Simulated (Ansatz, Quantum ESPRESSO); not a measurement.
# SrCl2 (Fm-3m): phonons by linear response, part 4 of 4

How does SrCl2 (Fm-3m) vibrate, and is this structure a minimum?

Quantum ESPRESSO 7.5; DFT PBE, scalar-relativistic, plane waves, GBRV ultrasoft pseudopotentials.

So far. Step 9 (Zone-centre analysis): The rule moves no optical mode by more than 0.1 cm⁻¹. Step 12 (The LO-TO splitting (1 0 0)): The field moves one mode, from 126 to 217 cm⁻¹; the others stay.

## (14) The same in Ansatz

The same cell goes through another code, with its own cutoff. The potentials differ. Its k mesh is centred on Γ.

This step: DFT PBE, scalar-relativistic, plane waves, PseudoDojo norm-conserving pseudopotentials (Ansatz 0.2.0).

Input file input.yaml:

```yaml
crystal:
  lattice:
    - [-3.519622801, 0.0, 3.519622801]
    - [0.0, 3.519622801, 3.519622801]
    - [-3.519622801, 3.519622801, 0.0]
  atoms:
    - { symbol: Sr, position: [0.0, 0.0, 0.0] }
    - { symbol: Cl, position: [0.75, 0.75, 0.75] }
    - { symbol: Cl, position: [0.25, 0.25, 0.25] }
kpoints:
  mp_grid: { grid: [6, 6, 6] }
hamiltonian:
  xc: pbe
  pseudopotentials: { kind: nc, accuracy: standard }
scf:
  occupations: { method: fixed }
output:
  eigenvalues: true
phonons:
  method: dfpt
  dielectric: true
  rigid_motions: translations
  qmesh: [2, 2, 2]
  temperatures: { t_max: 1000, t_step: 50 }
  qpath:
    path:
      - [[0.0, 0.0, 0.0], [0.0, 0.5, 0.5], [0.0, 0.625, 0.375]]
      - [[-0.375, 0.375, 0.0], [0.0, 0.0, 0.0], [0.0, 0.5, 0.0], [-0.25, 0.5, 0.25], [0.0, 0.5, 0.5]]
    npoints: 12
```

Command:

```bash
> ansatz run input.yaml --threads 4 --pin off --max-ram 8192MiB --backend cpu --events-out ev --progress --plain --runs-dir out
```

Numbers of over 12 decimals in the logs are rounded to 6 here.

Output:

```text
Warning: phonons: the dynamical matrix that this run interpolates holds no multipole term above the dipole-dipole one, and a site of this crystal is no centre of inversion, so its interpolated transverse optical and acoustic branches and sound speeds can stay off near Gamma, and the density of states and the thermodynamics with them. What a run solves at a wave vector of phonons.qpoints, Gamma apart, where the deck admits one, is free of this, and under fd what a larger phonons.supercell samples
Engine: ansatz 0.2.0, aarch64-unknown-linux-gnu
Pseudopotentials: kind: nc
Pseudopotential: Sr, nc, valence charge 10, recommended cutoff 925.187132 eV (normal), Sr.nc.azcp (PseudoDojo's, or run here from an input of PseudoDojo's; its table is named by hamiltonian.pseudopotentials.accuracy)
Pseudopotential: Cl, nc, valence charge 7, recommended cutoff 789.130201 eV (normal), Cl.nc.azcp (PseudoDojo's, or run here from an input of PseudoDojo's; its table is named by hamiltonian.pseudopotentials.accuracy)
Functional definition: PBE
  parameter kappa = 0.804
  parameter beta = 0.066725
  exchange = pbe_x(kappa = kappa, mu = beta*pi^2/3)
  correlation = pbe_c(beta = beta)
Crystal: 3 atoms, lattice volume = 87.200 Å³
Basis set: ecut = 925.187132 eV, 5601 PW (Γ), exchange–correlation on 100×100×100 points (8 copies of the dense FFT grid, shifted against one another)
Bands: 16, of which v1, the nominal top of the filled ones, is band 12 counted from 1 (11 counted from 0)
Symmetry: 48 space group operations
k-points: 46 of 216 (irreducible under 4 space group operations, time reversal used)
Non-local potential: Sr, projectors of the file, l = 0: 2, l = 1: 2, l = 2: 2
Non-local potential: Cl, projectors of the file, l = 0: 2, l = 1: 2, l = 2: 2
Initial density: superposition of atomic densities (chi_scale 0.1, normalization cell, long waves kept (reshape's long-wave potential 0.00 eV rms))
Initial wavefunctions: pseudopotential atomic-orbital guess
Functional: x = pbe(κ = 0.804, μ = 0.219515), c = pbe(β = 0.066725)
SCF iter   1: F=—  HF=-1832.573391 eV  |F-HF|=—  |Δ(HF+E_count)|=         —  Δρ=3.96e-2  dr2=2.53e0  ethr=3.10e-3  ⟨swp⟩=6.0  Hψ=4460  notcnv=0  defer=66
preconditioner: auto → none  [insulator: Δε(μ)=4.102 eV  Ē_g=13.321 eV  n_scr=14 (ndim 8)  ℏωp=18.7 eV  f_vac=0.017  ε∞_Penn≈3.0]
SCF iter   2: F=—  HF=-1831.539576 eV  |F-HF|=—  |Δ(HF+E_count)|=    1.03e0  Δρ=1.14e-2  dr2=1.76e-1  ethr=3.10e-3  ⟨swp⟩=4.8  Hψ=2220  notcnv=0  defer=38
SCF iter   3: F=—  HF=-1831.511698 eV  |F-HF|=—  |Δ(HF+E_count)|=   2.79e-2  Δρ=4.55e-3  dr2=1.71e-2  ethr=7.32e-4  ⟨swp⟩=2.4  Hψ=1173  notcnv=0  defer=79
SCF iter   4: F=—  HF=-1831.519073 eV  |F-HF|=—  |Δ(HF+E_count)|=   7.38e-3  Δρ=1.26e-3  dr2=9.27e-4  ethr=7.13e-5  ⟨swp⟩=4.7  Hψ=1475  notcnv=0  defer=89
SCF iter   5: F=—  HF=-1831.520252 eV  |F-HF|=—  |Δ(HF+E_count)|=   1.18e-3  Δρ=1.18e-4  dr2=1.94e-5  ethr=3.86e-6  ⟨swp⟩=2.8  Hψ=1193  notcnv=0  defer=89
SCF iter   6: F=—  HF=-1831.520261 eV  |F-HF|=—  |Δ(HF+E_count)|=   9.08e-6  Δρ=1.94e-5  dr2=4.54e-7  ethr=8.10e-8  ⟨swp⟩=2.5  Hψ=1295  notcnv=0  defer=89
SCF iter   7: F=—  HF=-1831.520228 eV  |F-HF|=—  |Δ(HF+E_count)|=   3.36e-5  Δρ=4.18e-6  dr2=1.90e-8  ethr=1.89e-9  ⟨swp⟩=2.2  Hψ=1102  notcnv=0  defer=70
SCF iter   8: F=—  HF=-1831.520228 eV  |F-HF|=—  |Δ(HF+E_count)|=   3.72e-9  Δρ=4.12e-7  dr2=2.20e-10  ethr=7.90e-11  ⟨swp⟩=3.0  Hψ=1467  notcnv=0  defer=70
SCF iter   9: F=-1831.520228 eV  HF=-1831.520228 eV  |F-HF|=4.55e-13  |Δ(HF+E_count)|=  6.91e-11  Δρ=4.63e-8  dr2=1.35e-12  ethr=1.00e-12  ⟨swp⟩=11.9  Hψ=6490  notcnv=0
SCF 1 converged in 9 iterations: F = -1831.520228 eV  dr2 = 1.35e-12
NSCF: frozen V_eff on 3 k-points
DFPT response loops at Γ: preconditioner auto → none (the input reference at scf.mixing.eps_inf says where Resta's filter doesn't serve); β = 0.50; Broyden in place of MSR1
NSCF: frozen V_eff on 16 k-points
NSCF: frozen V_eff on 136 k-points
DFPT response loops at q = (0, 0, -0.5) (fractional): preconditioner auto → Resta (q_TF=auto, 2.200 Å⁻¹)  ε∞=3.4 (no band partly filled); β = 1.00, the filter's whole step (`scf.mixing.beta` (0.50) is not read by the response loops at its default; to damp them type it under 1.00, their step now; it binds the ground state too); Broyden in place of MSR1
NSCF: frozen V_eff on 92 k-points
DFPT response loops at q = (0, -0.5, -0.5) (fractional): preconditioner auto → none (the input reference at scf.mixing.eps_inf says where Resta's filter doesn't serve); β = 0.50; Broyden in place of MSR1
SCF converged after 9 iterations
Free energy (F): -1831.520228 eV
Harris-Foulkes:  -1831.520228 eV  (|F-HF|=4.55e-13)
Internal energy: -1831.520228 eV  (E = F + TS)
E sigma→0 (E₀):  -1831.520228 eV
Fermi energy:    2.893253 eV
--- Per-component energies (eV) ---
  E_band       = -151.831574
  E_kinetic    = 553.877287
  E_local      = -1225.161143  (includes V_loc(G=0)·N_el)
  E_nonlocal   = 257.728128
  E_hartree    = 323.282714
  E_xc         = -473.841775
  E_vxc        = -384.841282  (∫ρ·V_xc dr)
  E_ewald      = -1267.405439
  E_smearing   = -0.000000  (= −TS)
  E_closure    = -0.000000  (closes the sum)
  Σ components = -1831.520228   (vs F -1831.520228, Δ=0.00e0)
--- Band table (eV; the first three rows and the last of 46) ---
  k-point 0: bands = [... 8 lower, 0.8674, 2.5693, 2.5693, 2.5693, 8.1323, 9.0076, 9.0076, 11.8240]
  k-point 1: bands = [... 8 lower, 1.0398, 2.2709, 2.4282, 2.4282, 8.7131, 9.2018, 9.2018, 10.8440]
  k-point 2: bands = [... 8 lower, 1.3671, 1.7733, 2.1121, 2.1121, 9.5070, 9.5070, 9.6583, 10.7754]
  k-point 45: bands = [... 8 lower, 1.0845, 2.5166, 2.5166, 2.8933, 8.4147, 9.8741, 10.4584, 10.8302]
--- Phonons (Γ-DFPT): 2 representative perturbations + reference, on 46 of 216 k-points (Σ response iterations 6) ---
  k mesh reduced under 4 symmetry operations, with k and −k counted as one. Each operation leaves every solved perturbation unchanged. A smaller set is not considered because the run solves the response to a homogeneous field
  ASR residual: 3.583e-5 → 0.000e0 eV/Å²; symmetrization residual: 5.160e-6 eV/Å²
  ASR residual per site (eV/Å²): 7.55e-7 3.58e-5 3.58e-5
  Γ frequencies (cm⁻¹): 0.00 0.00 0.00 125.92 125.92 125.92 171.07 171.07 171.07
  ε∞ (high-frequency dielectric tensor):
        2.879029    -0.000000    -0.000000
        0.000000     2.879029    -0.000000
        0.000000    -0.000000     2.879029
  ε⁰ (static dielectric tensor: ions relaxed, cell fixed):
        8.542866    -0.000000    -0.000000
       -0.000000     8.542866    -0.000000
       -0.000000    -0.000000     8.542866
  ε⁰ − ε∞ (ionic part):
        5.663837    -0.000000    -0.000000
       -0.000000     5.663837    -0.000000
       -0.000000    -0.000000     5.663837
  softest optical mode at Γ: 125.92 cm⁻¹; the repairs (sum rule, projections) moved no ω² at Γ by more than (0.79 cm⁻¹)²
  Born effective charges Z* (e; rows j = field, columns β = displacement):
    site 0:
         2.49745   -0.00000   -0.00000
        -0.00000    2.49745   -0.00000
         0.00000   -0.00000    2.49745
    site 1:
        -1.24872   -0.00000    0.00000
         0.00000   -1.24872    0.00000
        -0.00000   -0.00000   -1.24872
    site 2:
        -1.24872    0.00000    0.00000
         0.00000   -1.24872    0.00000
        -0.00000    0.00000   -1.24872
  Z* charge neutrality: 5.839e-5 e pre-enforcement
  k-mesh period / interband length: 29.9 Å / 1.27 Å = 23.59 at k = (0.0000, 0.0000, 0.0000), direct gap 5.563 eV — 14 or more, which is no proof of convergence
  optical modes at Γ without the LO–TO term, one row a degenerate level:
      ω (cm⁻¹)  modes    IR ((D/Å)²/amu)
        125.92      3            11.0157
        171.07      3             0.0000
  optical modes at Γ + LO–TO along q̂ = [1.0000, 0.0000, 0.0000]:
      ω (cm⁻¹)  modes    IR ((D/Å)²/amu)
        125.92      2             7.3438
        171.07      3             0.0000
        216.91      1             3.6719
  optical modes at Γ + LO–TO along q̂ = [0.0000, 1.0000, 0.0000]:
      ω (cm⁻¹)  modes    IR ((D/Å)²/amu)
        125.92      2             7.3438
        171.07      3             0.0000
        216.91      1             3.6719
  optical modes at Γ + LO–TO along q̂ = [0.0000, 0.0000, 1.0000]:
      ω (cm⁻¹)  modes    IR ((D/Å)²/amu)
        125.92      2             7.3438
        171.07      3             0.0000
        216.91      1             3.6719
--- Phonons (arbitrary-q DFPT): 3 irreducible q on the 2×2×2 mesh ---
  q = [0.0000, 0.0000, 0.0000] (star 1, of the zone-centre solve; hermiticity 4.10e-6, symmetrization 3.18e-8): -0.00 -0.00 0.00 125.92 125.92 125.92 171.07 171.07 171.07
  q = [0.0000, 0.0000, -0.5000] (star 4, 2 solved perturbations on 68 of 216 k-point pairs; hermiticity 3.23e-7, symmetrization 1.39e-13): 64.00 64.00 119.17 145.70 145.70 146.73 146.73 160.91 169.35
  q = [0.0000, -0.5000, -0.5000] (star 3, 4 solved perturbations in 152 linear systems a pass and spin channel, the states on 46 of 216 k-point pairs; hermiticity 3.56e-8, symmetrization 1.59e-13): 62.00 74.99 74.99 89.97 89.97 144.85 177.90 177.90 201.03
  sum rule: each row above includes the acoustic sum rule's correction from the zone centre's row sums; it moved no ω² by more than (0.52 cm⁻¹)²
  mesh force constants: q→R imaginary residual 3.81e-17; ASR residual 3.583e-5 → 0.000e0 eV/Å²; symmetrization residual 1.887e-15 eV/Å²
  interpolated dispersion: 75 rows × 9 modes
  density of states and harmonic sums: on the 16×16×16 q-mesh, interpolated from the force constants of a 2×2×2 supercell (with the dipole–dipole term)
  largest difference from the sums on the solved wave vectors: F 7.68e-2 eV, S 1.09e-4 and C_V 3.22e-5 eV/K
  zero-point energy: 0.070184 eV/cell   skipped modes (ω ≤ 0): 3   left out of the sums: 8.14e-5 of the cell's modes: C_V's classical limit lies that fraction below 3 k_B per atom; for a crystal, a wire or a layer, F and S can be off by more, and a phonons.interpolated_qmesh denser along its periods is the remedy for the sampling
```

It took 75 s on 4 threads of Arm Neoverse V1, shared host; peak memory 1.2 GiB.

This step gave:

```yaml
gap_on_the_k_mesh: 5.239 eV
sum_rule_residual_before_enforcement: 3.58e-5 eV/Å²
miss_of_the_charge_sum_rule: 5.84e-5 e
mean_frequency: 125.8 cm⁻¹
debye_temperature_second_moment: 248 K
logarithmic_mean_frequency: 116.6 cm⁻¹
highest_optical_zone_centre_mode_no_lo_to_term: 171.1 cm⁻¹
mean_high_frequency_dielectric_constant: 2.879
mean_static_dielectric_constant: 8.543
highest_mode_moved_by_the_lo_to_term: 216.9 cm⁻¹
lowest_mode_on_the_q_mesh_acoustic_ones_at_the_zone_centre_apart: 62 cm⁻¹
zero_point_energy_per_atom: 23.39 meV
vibrational_entropy_at_300_k: 39.86 J/(mol atoms K)
```

Transverse modes. Infrared lines, with heights relative to the strongest:

```
position (cm⁻¹)  label  IR intensity ((D/Å)²/amu), degenerate modes summed, relative
            126    T1u                                                           100
            171    T2g                                                           0.0
```

## (15) The two compared: QE GBRV and Ansatz, PseudoDojo

Numbers from this step:

```
root-mean-square difference             : 0.22 cm⁻¹
largest difference                      : 0.49 cm⁻¹
root-mean-square difference on the path : 0.2 cm⁻¹
largest difference on the path          : 0.5 cm⁻¹
```

The 12 of 24 modes that differ most. Frequencies side by side:

```
q (reciprocal lattice)  mode  QE GBRV (cm⁻¹)  Ansatz, PseudoDojo (cm⁻¹)
                 0 0 0     4           125.8                      125.9
                 0 0 0     5           125.8                      125.9
                 0 0 0     6           125.8                      125.9
              0 0 -0.5     1           64.48                         64
              0 0 -0.5     2           64.48                         64
              0 0 -0.5     3           119.5                      119.2
           0 -0.5 -0.5     1           61.73                         62
           0 -0.5 -0.5     2           75.28                      74.99
           0 -0.5 -0.5     3           75.28                      74.99
           0 -0.5 -0.5     4            89.8                      89.97
           0 -0.5 -0.5     5            89.8                      89.97
           0 -0.5 -0.5     6           145.3                      144.8
```

The two runs side by side. Further quantities:

```
                                                                               quantity  QE GBRV  Ansatz, PseudoDojo
                                                                                mean ε∞    2.881               2.879
largest Born charge in size (e; the first before, the second after the charge sum rule)    2.497               2.497
```

The interpolated bands of the two lie on top of each other.

At the solved wavevectors the largest difference (acoustic modes at Γ apart) is 0.2 % of the highest mode.

## (16) Outcome

```yaml
space_group_after_relaxation: Fm-3m
volume_per_atom: 29.1 Å³
gap_on_the_k_mesh: 5.24 eV
highest_optical_zone_centre_mode_no_lo_to_term: 171.0 cm⁻¹
lowest_optical_zone_centre_mode: 125.8 cm⁻¹
highest_mode_moved_by_the_lo_to_term: 216.8 cm⁻¹
mean_high_frequency_dielectric_constant: 2.88
largest_born_charge_in_size_third_of_the_trace: 2.50 e
mean_static_dielectric_constant: 8.55
q_mesh: 2×2×2
lowest_mode_on_the_q_mesh_acoustic_ones_at_the_zone_centre_apart: 61.7 cm⁻¹
zero_point_energy_per_atom: 23.4 meV
heat_capacity_at_300_k: 24.1 J/(mol atoms K)
vibrational_entropy_at_300_k: 39.8 J/(mol atoms K)
imaginary_modes_on_the_q_mesh: none
largest_difference_from_ansatz_pseudodojo: 0.49 cm⁻¹
```

In words: SrCl2 (Fm-3m) is dynamically stable on the 2×2×2 mesh; its spectrum reaches 217 cm⁻¹. At the PBE level the optical modes of SrCl2 (Fm-3m) at the zone centre (no LO-TO term) run from 126 to 171 cm⁻¹. Along the directions run, the highest mode that the macroscopic field moves lies at 217 cm⁻¹. Lattice motion raises the mean dielectric constant from 2.881 to 8.555. The Born charge of Cl is -1.249 e against a formal charge of -1, somewhat above it. Of the 6 optical modes, 3 are infrared active alone and 3 are Raman active alone; inversion symmetry keeps the two sets apart. QE GBRV and Ansatz, PseudoDojo agree to 0.49 cm⁻¹ (0.2 % of the highest mode compared) on all solved modes but the acoustic ones at Γ, without the LO-TO term. These are harmonic frequencies at zero temperature: anharmonic shifts and linewidths and thermal expansion are left out.

[Host names and launcher messages were left out of these logs when they were recorded.]

[Logs are printed without paths, hosts, clocks, repeated set-up lines and the standing remarks that a program may print on its own settings, such as how far it seeks lower states.]

[Hosts, paths, dates, database ids (printed as entryN), source tags and the programs' standing remarks are cut or masked in the printed files.]
